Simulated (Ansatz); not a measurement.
# How many bands does the GW gap of SiC (P6_3mc) need?

Aim: see how the G0W0 gap of SiC (P6_3mc) on PBE moves with empty bands and screening cutoff, and what each rung costs.

Method: G0W0 on PBE, plane waves, PAW, in Ansatz 0.2.0.

### 1. The structure

Symmetry: P6_3mc, No. 186, hexagonal system. Conventional cell: a = 3.076 Å, b = 3.076 Å, c = 10.071 Å, α = 90.00°, β = 90.00°, γ = 120.00°. Nearest to Si lie 4 C at 1.88 to 1.89 Å. Si has 4 C at 1.88 to 1.89 Å nearest. Nearest to C lie 4 Si at 1.88 to 1.89 Å. C has 4 Si at 1.88 to 1.89 Å nearest. Farther neighbours are not listed.

Structure file:

```cif
data_structure
_symmetry_space_group_name_H-M 'P6_3mc'
_symmetry_Int_Tables_number 186
_cell_length_a 3.0757
_cell_length_b 3.0757
_cell_length_c 10.0706
_cell_angle_alpha 90.000
_cell_angle_beta 90.000
_cell_angle_gamma 120.000
_cell_volume 82.50
loop_
_atom_site_label
_atom_site_type_symbol
_atom_site_symmetry_multiplicity
_atom_site_Wyckoff_symbol
_atom_site_fract_x
_atom_site_fract_y
_atom_site_fract_z
_atom_site_occupancy
Si1 Si 2 b 0.66667 0.33333 0.93784 1
Si2 Si 2 a 0.00000 0.00000 0.68789 1
C1 C 2 b 0.66667 0.33333 0.74980 1
C2 C 2 a 0.00000 0.00000 0.50046 1
```

The cell and positions are those that the Materials Project relaxed with its own functionals (PBE, PBE+U or r2SCAN), kept fixed. The default PAW set here is soft_2. Its files were made with PBE.

### 2. 87 empty bands, screening to 60 eV

Now the one-shot GW correction: screening in the RPA, then the self-energy of the levels asked for.

The input, input.yaml:

```yaml
crystal:
  lattice:
    - [3.0756941497, 0.0, 0.0]
    - [-1.5378470748, 2.6636292679, 0.0]
    - [0.0, 0.0, 10.07064648]
  atoms:
    - { symbol: Si, position: [0.66666667, 0.33333333, 0.93784198] }
    - { symbol: Si, position: [0.33333333, 0.66666667, 0.43784198] }
    - { symbol: Si, position: [0.0, 0.0, 0.68789438] }
    - { symbol: Si, position: [0.0, 0.0, 0.18789438] }
    - { symbol: C, position: [0.66666667, 0.33333333, 0.74980259] }
    - { symbol: C, position: [0.33333333, 0.66666667, 0.24980259] }
    - { symbol: C, position: [0.0, 0.0, 0.50046005] }
    - { symbol: C, position: [0.0, 0.0, 0.00046005] }
kpoints:
  mp_grid: { grid: [6, 6, 2] }
hamiltonian:
  xc: pbe
scf:
  occupations: { method: fixed }
gw:
  n_empty_bands: 87
  ecut_chi: 60
  qp_bands: [v2, c2]
  qp_kpoints: band_edges
  screening: { model: contour_deformation }
```

Started as:

```bash
$ ansatz run input.yaml --threads 3 --pin off --max-ram 92160MiB --backend cuda --events-out ev --progress --plain --runs-dir out --devices 1 --max-vram 13GiB
```

Numbers of over 12 decimals in the logs are rounded to 6 here.

The program printed:

```text
GPUs: using 1 of 1 available (devices: 1).
Engine: ansatz 0.2.0, x86_64-unknown-linux-gnu
Pseudopotentials: kind: paw
Pseudopotential: Si, paw, valence charge 4, recommended cutoff 420 eV (normal), Si.paw.azcp
Pseudopotential: C, paw, valence charge 4, recommended cutoff 420 eV (normal), C.paw.azcp
Functional definition: PBE
  parameter kappa = 0.804
  parameter beta = 0.066725
  exchange = pbe_x(kappa = kappa, mu = beta*pi^2/3)
  correlation = pbe_c(beta = beta)
device memory: the entry about to start is reckoned to put 0.8 GiB on a device that reports 53.4 GiB free (of which the cap on the GPU budget leaves the run 13.0 GiB)
GPU FFT provider: cuFFT
GPU libraries: cuBLAS 13.8.2, cuFFT 12.4.0, cuSOLVER 12.3.4
Crystal: 8 atoms, lattice volume = 82.504 Å³
Basis set: ecut = 420 eV, 1605 PW (Γ)
Bands: 24, of which v1, the nominal top of the filled ones, is band 16 counted from 1 (15 counted from 0)
Symmetry: 12 space group operations
Space group: P63mc (ITA 186), of the structure as read, at distance tolerance 4.4e-5 Å
k-points: 14 of 72
Non-local potential: Si, projectors of the file, l = 0: 2, l = 1: 2, l = 2: 2
Non-local potential: C, projectors of the file, l = 0: 2, l = 1: 2, l = 2: 1
PAW form: soft (Blöchl's): semilocal exchange-correlation on the pseudo side does not see the compensation charge
PAW one-centre angular grid: Si, 110 points (default); XC on 64 Gauss nodes
PAW one-centre angular grid: C, 110 points (default); XC on 64 Gauss nodes
Initial density: superposition of atomic densities (neutral atoms: chi_scale 0, normalization atom), corrected by the library's trained network
Initial wavefunctions: pseudopotential atomic-orbital guess
GPU buffer pool allocated for 41472 grid points (all kernels)
GPU transforms: local potential and band sums: pruned to the plane-wave sphere, on 24×24×72
Functional: x = pbe(κ = 0.804, μ = 0.219515), c = pbe(β = 0.066725)
SCF iter   1: F=—  HF=-3548.606233 eV  |F-HF|=—  |Δ(HF+E_count)|=         —  Δρ=2.41e-3  dr2=4.82e-3  ethr=1.77e-3  ⟨swp⟩=4.3  Hψ=1583  notcnv=0  defer=80
preconditioner: auto → none  [insulator: Δε(μ)=2.199 eV  Ē_g=11.975 eV  n_scr=6 (ndim 8)  ℏωp=23.1 eV  f_vac=0.000  ε∞_Penn≈4.7]
SCF iter   2: F=—  HF=-3548.606041 eV  |F-HF|=—  |Δ(HF+E_count)|=   1.92e-4  Δρ=9.21e-4  dr2=3.77e-4  ethr=1.51e-5  ⟨swp⟩=2.4  Hψ=687  notcnv=0  defer=84
SCF iter   3: F=—  HF=-3548.606152 eV  |F-HF|=—  |Δ(HF+E_count)|=   1.11e-4  Δρ=4.19e-4  dr2=5.91e-5  ethr=1.18e-6  ⟨swp⟩=2.0  Hψ=466  notcnv=0  defer=84
SCF iter   4: F=—  HF=-3548.606249 eV  |F-HF|=—  |Δ(HF+E_count)|=   9.77e-5  Δρ=1.71e-4  dr2=2.36e-5  ethr=1.85e-7  ⟨swp⟩=2.0  Hψ=491  notcnv=0  defer=75
SCF iter   5: F=—  HF=-3548.606252 eV  |F-HF|=—  |Δ(HF+E_count)|=   2.47e-6  Δρ=3.04e-5  dr2=3.24e-7  ethr=7.38e-8  ⟨swp⟩=2.1  Hψ=447  notcnv=0  defer=82
SCF iter   6: F=-3548.606253 eV  HF=-3548.606253 eV  |F-HF|=2.37e-8  |Δ(HF+E_count)|=   8.81e-7  Δρ=7.53e-6  dr2=4.96e-8  ethr=3.13e-10  ⟨swp⟩=9.4  Hψ=1531  notcnv=0
SCF 1 converged in 6 iterations: F = -3548.606253 eV  dr2 = 4.96e-8
  greatest PAW one-centre occupation: 0.646 electrons in one spin orbital (limit 2), on the C atom at site 5 (counted from 0), in its partial waves of l = 0
device memory: the entry about to start is reckoned to put 0.9 GiB (of the 0.9 GiB reckoned in all, the device holds 0.1 GiB already) on a device that reports 53.3 GiB free (of which the cap on the GPU budget leaves the run 12.9 GiB)
NSCF: frozen V_eff on 14 k-points, pencils in batches of 32, up to order 96
the band table was solved once the SCF had ended and its energy, with any forces and stress, was formed, with the checks that follow a solve (1584 applications of the Hamiltonian). They found nothing against the state; the energy, forces and stress were not computed again (output.eigenvalues in the input reference)
device memory: the entry about to start is reckoned to put 3.3 GiB on a device that reports 51.5 GiB free (of which the cap on the GPU budget leaves the run 13.0 GiB)
NSCF: frozen V_eff on 14 k-points
G₀W₀ screening: q 1/14
[... further progress lines ...]
SCF converged after 6 iterations
Free energy (F): -3548.606253 eV
Harris-Foulkes:  -3548.606253 eV  (|F-HF|=2.37e-8)
Internal energy: -3548.606253 eV  (E = F + TS)
E sigma→0 (E₀):  -3548.606253 eV
Fermi energy:    9.591641 eV
--- Per-component energies (eV) ---
  E_band       = 115.887826
  E_kinetic    = 543.758002
  E_local      = -418.624462  (includes V_loc(G=0)·N_el)
  E_nonlocal   = 207.466506
  E_hartree    = 129.035319
  E_xc         = -422.299131
  E_vxc        = -437.859126  (∫ρ·V_xc dr)
  E_paw        = -2448.421233  (= ΣΔE_a)
  E_vpaw       = -36.923201  (= ΣTr[D̂ρ^β])
  E_aug_tail   = 0.000057  (compensation charges beyond the density's cutoff)
  E_ewald      = -1139.521310
  E_smearing   = -0.000000  (= −TS)
  E_closure    = 0.000000  (closes the sum)
  Σ components = -3548.606253   (vs F -3548.606253, Δ=0.00e0)
--- Band table (eV; the first three rows and the last of 14) ---
  k-point 0: bands = [... 12 lower, 9.0079, 9.5391, 9.5916, 9.5916, 14.6998, 15.2784, 15.8933, 15.9238, ... 4 higher]
  k-point 1: bands = [... 12 lower, 9.3852, 9.3852, 9.3852, 9.3852, 14.9083, 14.9083, 16.3668, 16.3668, ... 4 higher]
  k-point 2: bands = [... 12 lower, 8.3657, 8.4272, 9.2060, 9.3454, 14.3728, 15.0598, 15.3370, 16.4075, ... 4 higher]
  k-point 13: bands = [... 12 lower, 6.8362, 6.8362, 7.1385, 7.1385, 12.8315, 12.8315, 16.2794, 16.2794, ... 4 higher]
--- G₀W₀: contour deformation, 6 samples at zero and on the imaginary axis and 1 off it, 72 q-points, 87 empty bands' worth ---
  eigenvalues of the whole cell's RPA ε∞ on this k-mesh (on a slab, of 1 + 4πα/V) = 7.1180, 7.2220, 7.2220; static W/v taken at q = 0 is 0.139021
  bands read: the sum over 103 bands ends inside a degenerate multiplet in 8 slots, whose members it reads at an even weight; the widest, k=1: bands 103 to 106 (counted from 1) at 1/4 each
  gw.qp_kpoints: band_edges: 10 of 14 stored k-points solved, in 1 pass; an edge of the gap read off the rows below is read off those points alone
    valence top: of the k-points left out ik 8 came nearest to being solved in a further pass, in band 16 (counted from 1, as in the quasiparticle table): it holds the edge there only if its correction is more favourable than any solved in that band by at least 0.933 eV; those differ by 0.313 eV
    conduction bottom: of the k-points left out ik 10 came nearest to being solved in a further pass, in band 17 (counted from 1, as in the quasiparticle table): it holds the edge there only if its correction is more favourable than any solved in that band by at least 1.087 eV; those differ by 0.362 eV
    ik  band        ε_KS         Σx   Σc(E_QP)       V_xc       Z   E_QP_lin       E_QP  E_QP is
     0    15      9.5916   -18.3593     2.6669   -15.7701  0.7968     9.6692     9.6693  root
     0    16      9.5916   -18.3593     2.6669   -15.7701  0.7968     9.6692     9.6693  root
     0    17     14.6998    -9.1253    -4.3873   -14.4751  0.8079    15.6700    15.6623  root
     0    18     15.2784    -8.9369    -4.5154   -14.4368  0.8050    16.2717    16.2629  root
     1    15      9.3852   -18.3985     2.7144   -15.7316  0.7959     9.4328     9.4328  root
     1    16      9.3852   -18.3985     2.7144   -15.7316  0.7959     9.4328     9.4328  root
     1    17     14.9083    -9.0650    -4.4284   -14.4648  0.8071    15.8877    15.8797  root
     1    18     14.9083    -9.0650    -4.4284   -14.4648  0.8071    15.8877    15.8797  root
     2    15      9.2060   -18.2963     2.6695   -15.6599  0.7956     9.2390     9.2390  root
     2    16      9.3454   -18.4973     2.7301   -15.8138  0.7957     9.3920     9.3920  root
     2    17     14.3728    -7.4895    -4.3285   -12.6321  0.8116    15.1925    15.1870  root
     2    18     15.0598    -7.5137    -4.4614   -12.8496  0.8068    15.9416    15.9343  root
     3    15      9.0339   -18.4547     2.7876   -15.6662  0.7944     9.0330     9.0330  root
     3    16      9.0339   -18.4547     2.7876   -15.6662  0.7944     9.0330     9.0330  root
     3    17     14.5302    -7.5288    -4.3672   -12.7183  0.8106    15.3582    15.3524  root
     3    18     14.5302    -7.5288    -4.3672   -12.7183  0.8106    15.3582    15.3524  root
     4    15      8.2214   -18.0521     2.7884   -15.1625  0.7916     8.1201     8.1202  root
     4    16      8.7481   -18.5972     2.8757   -15.6868  0.7928     8.7135     8.7135  root
     4    17     12.5993    -7.5023    -3.9473   -12.1273  0.8180    13.2800    13.2769  root
     4    18     12.8339    -7.1650    -3.9982   -11.8358  0.8158    13.5097    13.5065  root
     5    15      8.3426   -18.5111     2.9507   -15.4675  0.7908     8.2496     8.2497  root
     5    16      8.3426   -18.5111     2.9507   -15.4675  0.7908     8.2496     8.2497  root
     5    17     12.8072    -7.3659    -3.9966   -12.0440  0.8168    13.4918    13.4886  root
     5    18     12.8072    -7.3659    -3.9966   -12.0440  0.8168    13.4918    13.4886  root
[...]
12    15      6.7193   -17.8875     3.1372   -14.4674  0.7810     6.4355     6.4364  root
    12    16      7.9195   -18.6871     3.0404   -15.5219  0.7882     7.7946     7.7948  root
    12    17     13.5649    -7.0926    -4.0083   -11.8432  0.8132    14.3113    14.3072  root
    12    18     13.5649    -7.0926    -4.0083   -11.8432  0.8132    14.3113    14.3072  root
    13    15      7.1385   -18.3251     3.1686   -14.9212  0.7831     6.9028     6.9033  root
    13    16      7.1385   -18.3251     3.1686   -14.9212  0.7831     6.9028     6.9033  root
    13    17     12.8315    -6.8414    -3.9675   -11.4568  0.8188    13.4822    13.4794  root
    13    18     12.8315    -6.8414    -3.9675   -11.4568  0.8188    13.4822    13.4794  root
```

It took 12 s on 1 × NVIDIA H100 80GB HBM3 (shared by 6 runs) with 3 threads of AMD EPYC 7R13 (Zen 3), shared host; peak memory 1.1 GiB; 13 s of CPU time.

Numbers from this step:

```yaml
bands_summed: 103
rpa_eps_infinity_on_this_mesh_eigenvalues: 7.118, 7.222, 7.222
plane_waves_in_the_screening_matrix: 79
q_points_in_the_mesh: 72
g0w0_gap_on_the_mesh: 2.756 eV
k_of_the_valence_top: 0, 0, 0
k_of_the_conduction_bottom: 0, -0.5, 0
starting_gap_on_the_mesh: 2.224 eV
z_at_the_valence_top: 0.7968
z_at_the_conduction_bottom: 0.8187
least_direct_g0w0_gap_on_the_computed_points: 4.026 eV
```

The gap on the mesh goes from 2.22 eV to 2.76 eV, a correction of +0.53 eV. Between the two edge states, bare exchange in place of the xc potential would open the gap by 6.95 eV, and correlation takes back 6.42 eV.

### 3. 246 empty bands, screening to 120 eV

Another rung: the empty bands reach about as high as the screening cutoff, so the two stay in balance.

Edit input.yaml of step 2 so:

```diff
@@ -21,4 +21,4 @@
 gw:
-  n_empty_bands: 87
-  ecut_chi: 60
+  n_empty_bands: 246
+  ecut_chi: 120
   qp_bands: [v2, c2]
```

The program printed:

```text
GPUs: using 1 of 1 available (devices: 1).
[...]
GPU FFT provider: cuFFT
GPU libraries: cuBLAS 13.8.2, cuFFT 12.4.0, cuSOLVER 12.3.4
Crystal: 8 atoms, lattice volume = 82.504 Å³
Basis set: ecut = 420 eV, 1605 PW (Γ)
Bands: 24, of which v1, the nominal top of the filled ones, is band 16 counted from 1 (15 counted from 0)
Symmetry: 12 space group operations
[...]
k-points: 14 of 72
[...]
GPU buffer pool allocated for 41472 grid points (all kernels)
[...]
SCF iter   1: F=—  HF=-3548.606233 eV  |F-HF|=—  |Δ(HF+E_count)|=         —  Δρ=2.41e-3  dr2=4.82e-3  ethr=1.77e-3  ⟨swp⟩=4.3  Hψ=1583  notcnv=0  defer=80
[...]
SCF iter   6: F=-3548.606253 eV  HF=-3548.606253 eV  |F-HF|=2.37e-8  |Δ(HF+E_count)|=   8.81e-7  Δρ=7.53e-6  dr2=4.96e-8  ethr=3.13e-10  ⟨swp⟩=9.4  Hψ=1531  notcnv=0
SCF 1 converged in 6 iterations: F = -3548.606253 eV  dr2 = 4.96e-8
[...]
NSCF: frozen V_eff on 14 k-points, pencils in batches of 32, up to order 96
[...]
NSCF: frozen V_eff on 14 k-points
G₀W₀ screening: q 1/14
[... further progress lines ...]
SCF converged after 6 iterations
Free energy (F): -3548.606253 eV
[...]
Internal energy: -3548.606253 eV  (E = F + TS)
E sigma→0 (E₀):  -3548.606253 eV
Fermi energy:    9.591641 eV
[...]
--- Band table (eV; the first three rows and the last of 14) ---
  k-point 0: bands = [... 12 lower, 9.0079, 9.5391, 9.5916, 9.5916, 14.6998, 15.2784, 15.8933, 15.9238, ... 4 higher]
  k-point 1: bands = [... 12 lower, 9.3852, 9.3852, 9.3852, 9.3852, 14.9083, 14.9083, 16.3668, 16.3668, ... 4 higher]
  k-point 2: bands = [... 12 lower, 8.3657, 8.4272, 9.2060, 9.3454, 14.3728, 15.0598, 15.3370, 16.4075, ... 4 higher]
  k-point 13: bands = [... 12 lower, 6.8362, 6.8362, 7.1385, 7.1385, 12.8315, 12.8315, 16.2794, 16.2794, ... 4 higher]
[...]
0    15      9.5916   -18.3593     2.1177   -15.7701  0.7902     9.1185     9.1201  root
     0    16      9.5916   -18.3593     2.1177   -15.7701  0.7902     9.1185     9.1201  root
     0    17     14.6998    -9.1253    -4.7667   -14.4751  0.8026    15.2856    15.2830  root
     0    18     15.2784    -8.9369    -4.8965   -14.4368  0.7999    15.8850    15.8818  root
     1    15      9.3852   -18.3985     2.1750   -15.7316  0.7894     8.8917     8.8935  root
     1    16      9.3852   -18.3985     2.1750   -15.7316  0.7894     8.8917     8.8935  root
     1    17     14.9083    -9.0650    -4.8091   -14.4648  0.8018    15.5017    15.4990  root
     1    18     14.9083    -9.0650    -4.8091   -14.4648  0.8018    15.5017    15.4990  root
[...]
13    15      7.1385   -18.3251     2.7289   -14.9212  0.7780     6.4589     6.4636  root
    13    16      7.1385   -18.3251     2.7289   -14.9212  0.7780     6.4589     6.4636  root
    13    17     12.8315    -6.8414    -4.2684   -11.4568  0.8161    13.1793    13.1785  root
    13    18     12.8315    -6.8414    -4.2684   -11.4568  0.8161    13.1793    13.1785  root
```

Wall time 31 s (1 × NVIDIA H100 80GB HBM3 (shared by 6 runs) with 3 threads); peak memory 1.3 GiB; 20 s of CPU time.

Numbers from this step:

```yaml
bands_summed: 262
rpa_eps_infinity_on_this_mesh_eigenvalues: 6.941, 7.021, 7.021
plane_waves_in_the_screening_matrix: 251
q_points_in_the_mesh: 72
g0w0_gap_on_the_mesh: 3.009 eV
k_of_the_valence_top: 0, 0, 0
k_of_the_conduction_bottom: 0, -0.5, 0
starting_gap_on_the_mesh: 2.224 eV
z_at_the_valence_top: 0.7902
z_at_the_conduction_bottom: 0.8154
least_direct_g0w0_gap_on_the_computed_points: 4.234 eV
```

Against the run with 6×6×2 mesh, 87 empty bands, screening to 60 eV, the gap moves by +0.25 eV.

### 4. 529 empty bands, screening to 200 eV

Edit input.yaml of step 3 so:

```diff
@@ -21,4 +21,4 @@
 gw:
-  n_empty_bands: 246
-  ecut_chi: 120
+  n_empty_bands: 529
+  ecut_chi: 200.0
   qp_bands: [v2, c2]
```

The program printed:

```text
GPUs: using 1 of 1 available (devices: 1).
[...]
GPU FFT provider: cuFFT
GPU libraries: cuBLAS 13.8.2, cuFFT 12.4.0, cuSOLVER 12.3.4
Crystal: 8 atoms, lattice volume = 82.504 Å³
Basis set: ecut = 420 eV, 1605 PW (Γ)
Bands: 24, of which v1, the nominal top of the filled ones, is band 16 counted from 1 (15 counted from 0)
Symmetry: 12 space group operations
[...]
k-points: 14 of 72
[...]
1    18     14.9083    -9.0650    -4.9833   -14.4648  0.8008    15.3262    15.3248  root
[...]
13    15      7.1385   -18.3251     2.5304   -14.9212  0.7765     6.2568     6.2651  root
    13    16      7.1385   -18.3251     2.5304   -14.9212  0.7765     6.2568     6.2651  root
    13    17     12.8315    -6.8414    -4.3827   -11.4568  0.8155    13.0645    13.0642  root
    13    18     12.8315    -6.8414    -4.3827   -11.4568  0.8155    13.0645    13.0642  root
[key lines of the parts left out:]
SCF converged after 6 iterations
Free energy (F): -3548.606253 eV
Fermi energy:    9.591641 eV
```

Elapsed: 61 s, on 1 × NVIDIA H100 80GB HBM3 (shared by 6 runs) with 3 threads; peak memory 1.9 GiB; 1.8 min of CPU time.

Numbers from this step:

```yaml
bands_summed: 545
rpa_eps_infinity_on_this_mesh_eigenvalues: 6.934, 7.013, 7.013
plane_waves_in_the_screening_matrix: 527
g0w0_gap_on_the_mesh: 3.136 eV
k_of_the_valence_top: 0, 0, 0
k_of_the_conduction_bottom: 0, -0.5, 0
starting_gap_on_the_mesh: 2.224 eV
least_direct_g0w0_gap_on_the_computed_points: 4.340 eV
```

Against the run with 6×6×2 mesh, 246 empty bands, screening to 120 eV, the gap moves by +0.13 eV.

(Continued in part 2 of 2.)

[Paths, hosts, dates, memory and timing lines, banners, echoed tables and standing remarks are left out of the program output.]

[Logs are printed without paths, hosts, clocks, repeated set-up lines and the standing remarks that a program may print on its own settings, such as how far it seeks lower states.]

[Runs of the session that timed out or met a known fault of the program may be left out.]

[Cells called generated may have been cut or substituted from an entry of the Crystallography Open Database or the Materials Project.]

[Hosts, paths, dates, database ids (printed as entryN), source tags and the programs' standing remarks are cut or masked in the printed files.]
